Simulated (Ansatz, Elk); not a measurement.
# Zn2NiS4: X-ray structure factors from the self-consistent density

The structure of Zn2NiS4 used here is made up (a known structure type with other elements) and was relaxed beforehand with PBE. The aim is the Fourier transform of its all-electron density, F(hkl), set beside the sum over free spherical atoms that refinements use.

Method: DFT, PBE, all-electron APW+lo, Dirac cores, scalar-relativistic bands, static density, no spin, in Elk 11.2.3 (patched build).

This account leaves out most program logs.

The structure was built from a prototype and need not be the compound's stable phase.

## Step 1: Starting point

It takes space group I4/mmm (No. 139, tetragonal). Conventional cell: a = 4.681 Å, b = 4.681 Å, c = 11.517 Å, α = 90.00°, β = 90.00°, γ = 90.00°. Nearest to Zn lie 5 S at 2.23 to 2.67 Å and 1 Zn at 2.56 Å. Ni has 6 S at 2.25 to 2.34 Å nearest. Nearest to S lie 2 Ni at 2.34 Å and 4 Zn at 2.67 Å. S has 1 Zn at 2.23 Å and 1 Ni at 2.25 Å nearest. Farther neighbours and most contacts between anions are not listed.

## Step 2: Ground state and structure factors

An all-electron density is needed, since X-rays see the cores too. Task 0 finds the density and task 195 Fourier-transforms it; tshift is off so that phases refer to the origin typed.

Contents of elk.in:

```
tasks
  0
  195

xctype
  20

spinpol
  .false.

rgkmax
  7.0

gmaxvr
  14.0

lmaxo
  7

lmaxapw
  8

swidth
  0.002

tshift
  .false.

ramdisk
  .false.

hmaxvr
  5.5

maxscl
  120

epspot
  1e-06

sppath
  './'

avec
  -4.42273708994 4.42273708994 10.88221164582
  4.42273708994 -4.42273708994 10.88221164582
  4.42273708994 4.42273708994 -10.88221164582

atoms
  3
  'Zn.in'
  2
  0.3887923392 0.3887923392 0.0000000000   0.000000 0.000000 0.000000
  0.6112076608 0.6112076608 0.0000000000   0.000000 0.000000 0.000000
  'Ni.in'
  1
  -0.0000000000 -0.0000000000 -0.0000000000   0.000000 0.000000 0.000000
  'S.in'
  4
  -0.0000000000 0.5000000000 0.5000000000   0.000000 0.000000 0.000000
  0.5000000000 -0.0000000000 0.5000000000   0.000000 0.000000 0.000000
  0.1953071170 0.1953071170 -0.0000000000   0.000000 0.000000 0.000000
  0.8046928830 0.8046928830 -0.0000000000   0.000000 0.000000 0.000000

ngridk
  7 7 7
```

Command:

```bash
OMP_NUM_THREADS=4 elk
```

The job ended after 79 s (4 threads of Intel Xeon Platinum 8488C (Sapphire Rapids), shared host; peak memory 0.29 GiB).

SFACRHO.OUT:

```text

h k l indices transformed by vhmat matrix:
   1.000000000       0.000000000       0.000000000    
   0.000000000       1.000000000       0.000000000    
   0.000000000       0.000000000       1.000000000    

      h      k      l  multipl.   |H|            Re(F)            Im(F)           |F|

      0      0      0      1   0.0000000       152.00000      0.83331804E-16   152.00000    
     -1     -1      1      2  0.57738128       42.758895     -0.59081247E-14   42.758895    
      0      1      0      8  0.76675141      -7.0782976      0.73851559E-14   7.0782976    
     -1      1      0      4   1.0045551       75.868490      0.19741097E-15   75.868490    
      2      1     -2      8   1.1201098       27.937713      0.22155468E-14   27.937713    
      2      2     -2      2   1.1547626       4.6969273     -0.29540624E-14   4.6969273    
     -1     -1      2      8   1.1586630      -10.488154      0.44310935E-14   10.488154    
      1     -1      1      4   1.4206554       112.24554     -0.11790610E-13   112.24554    
     -2     -2      3      8   1.5305579      -38.908227      0.16247343E-13   38.908227    
      0      2     -2      8   1.5335028       33.704539      0.11077734E-13   33.704539    
      2      3     -3      8   1.6087643       82.937121     -0.14954941E-13   82.937121    
      1     -2      1     16   1.6143635      -7.1712910     -0.13293281E-13   7.1712910    
      3      3     -3      2   1.7321438       26.559332     -0.73851559E-14   26.559332    
     -3      0      1     16   1.8091180       24.960288      0.81236715E-14   24.960288    
      3      1     -1      8   1.8307753       1.5998073     -0.16247343E-13   1.5998073    
     -3     -3      2      8   2.0023619      -11.296695     -0.29540624E-14   11.296695    
      0      0     -2      4   2.0091101       95.566838      0.20838745E-13   95.566838    
      1      1      1      8   2.0904288       28.924563     -0.14031796E-13   28.924563
```

Elk indexes on the primitive cell of elk.in and gives |H| = 4π sin θ/λ in inverse bohr. Below, one row stands for each form hkl of the conventional cell (m members, Friedel mates merged), F is for one primitive cell and the density is static (no thermal factor). Free-atom factors are Waasmaier and Kirfel's, and R is Σm||F|−|F'||/Σm|F|.

```tsv
hkl	m	sin θ/λ (Å⁻¹)	abs F, DFT	neutral atoms	diff.
002	2	0.087	42.759	42.674	+0.085
101	8	0.115	7.078	7.463	-0.385
110	4	0.151	75.868	76.079	-0.211
103	8	0.168	27.938	28.196	-0.258
004	2	0.174	4.697	3.949	+0.748
112	8	0.174	10.488	10.198	+0.290
200	4	0.214	112.246	112.263	-0.017
114	8	0.230	38.908	39.219	-0.311
202	8	0.231	33.705	33.765	-0.061
105	8	0.242	82.937	83.407	-0.470
211	16	0.243	7.171	7.386	-0.215
006	2	0.261	26.559	26.667	-0.107
213	16	0.272	24.960	25.114	-0.154
204	8	0.275	1.600	1.487	+0.113
116	8	0.301	11.297	11.432	-0.135
220	4	0.302	95.567	95.963	-0.397
222	8	0.314	28.925	29.211	-0.286
107	8	0.322	0.711	0.842	-0.131
215	16	0.323	72.276	72.629	-0.354
301	8	0.323	6.746	6.715	+0.031
206	8	0.337	23.205	23.259	-0.054
310	8	0.338	56.108	56.334	-0.226
```

## Step 3: The highest occupied states alone

An energy window below the Fermi level keeps the highest occupied states, to see at which angles they scatter; shallow core shells can lie inside it and anion s states outside. No new self-consistency is needed.

elk.in, as its differences from that of step 2:

```diff
@@ -1,3 +1,2 @@
 tasks
-  0
   195
@@ -40,2 +39,5 @@
 
+wsfac
+  -0.264890 0.476100
+
 sppath
```

Command:

```bash
OMP_NUM_THREADS=4 elk
```

Run time: 12 s. Hardware: 4 threads; peak memory 0.2 GiB.

States within 12 eV below the Fermi level hold 51.85 electrons; any levels below the window count with the cores, and a count that is not whole means the window cuts a band. Their amplitudes can exceed the total, where window and core parts have opposite phase:

```tsv
hkl	sin θ/λ (Å⁻¹)	abs F, window	abs F, all
002	0.087	13.219	42.759
101	0.115	4.832	7.078
110	0.151	24.625	75.868
103	0.168	11.405	27.938
004	0.174	4.781	4.697
112	0.174	3.081	10.488
200	0.214	24.083	112.246
114	0.230	8.770	38.908
202	0.231	7.787	33.705
105	0.242	18.526	82.937
```

## Step 4: Another functional

The difference from free atoms is small, so it is set against the change that PBEsol makes.

elk.in, as its differences from that of step 3:

```diff
@@ -1,2 +1,3 @@
 tasks
+  0
   195
@@ -4,3 +5,3 @@
 xctype
-  20
+  22
 
@@ -39,5 +40,2 @@
 
-wsfac
-  -0.264890 0.476100
-
 sppath
```

Command:

```bash
OMP_NUM_THREADS=4 elk
```

It took 74 s on 4 threads; peak memory 0.29 GiB; 4 min of CPU time.

Against the first run R = 0.05 %; the largest change is -0.076 at 200.

## Step 5: A coarser k-mesh

About half the k-points along each axis test the sampling.

elk.in, as its differences from that of step 4:

```diff
@@ -5,3 +5,3 @@
 xctype
-  22
+  20
 
@@ -65,2 +65,2 @@
 ngridk
-  7 7 7
+  4 4 4
```

Command:

```bash
OMP_NUM_THREADS=4 elk
```

Wall time 40 s (4 threads); peak memory 0.29 GiB.

Against the first run R = 0.02 %; the largest change is -0.028 at 002.

## Step 6: Settings against the effect

```tsv
run	R against the first run (%)	R against neutral atoms, low angle (%)	wall time
PBE, rgkmax 7	0.00	0.78	79 s
PBEsol	0.05	0.80	74 s
k-mesh 4×4×4	0.02	0.78	40 s
```

## Step 7: Summary of results

| Item | Value |
| --- | --- |
| R against neutral atoms, sin θ/λ < 0.3 Å⁻¹ | 0.78 % |
| R against neutral atoms, 0.3 to 0.73 Å⁻¹ | 0.29 % |

What this shows: Independent neutral atoms miss the calculated amplitudes by R = 0.78 % below 0.3 Å⁻¹ and 0.29 % from there to 0.73 Å⁻¹; by shells, 2.28 % below 0.15 Å⁻¹ (2 forms), 0.71 % 0.15 to 0.3 (12 forms), 0.37 % 0.3 to 0.45 (28 forms), 0.27 % above 0.45 (107 forms). Bonding, aspherical density and the tables' own atoms all enter these figures, and the runs don't part them. The largest change of an amplitude is +0.75 electrons, at 004. Weak lines can change much in proportion: 004 goes from 3.95 to 4.70. The window's part falls from 51.9 electrons at the origin to at most 8.14 between 0.45 and 0.73 Å⁻¹, where compact states inside the window still scatter. Below 0.3 Å⁻¹ the changes that finished (PBEsol and k-mesh 4×4×4) move F by R = 0.08 % at most, against the 0.78 % that separates it from free atoms. The basis has no finished test. These runs have no spin, though d or f shells may be open. Part of the difference isn't bonding: the tables are fits to free atoms and ions calculated by other methods than this functional. Thermal motion, anomalous dispersion and extinction are left out.

[Logs are printed without paths, hosts, clocks, repeated set-up lines and the standing remarks that a program may print on its own settings, such as how far it seeks lower states.]

[Hosts, paths, dates, database ids (printed as entryN), source tags and the programs' standing remarks are cut or masked in the printed files.]
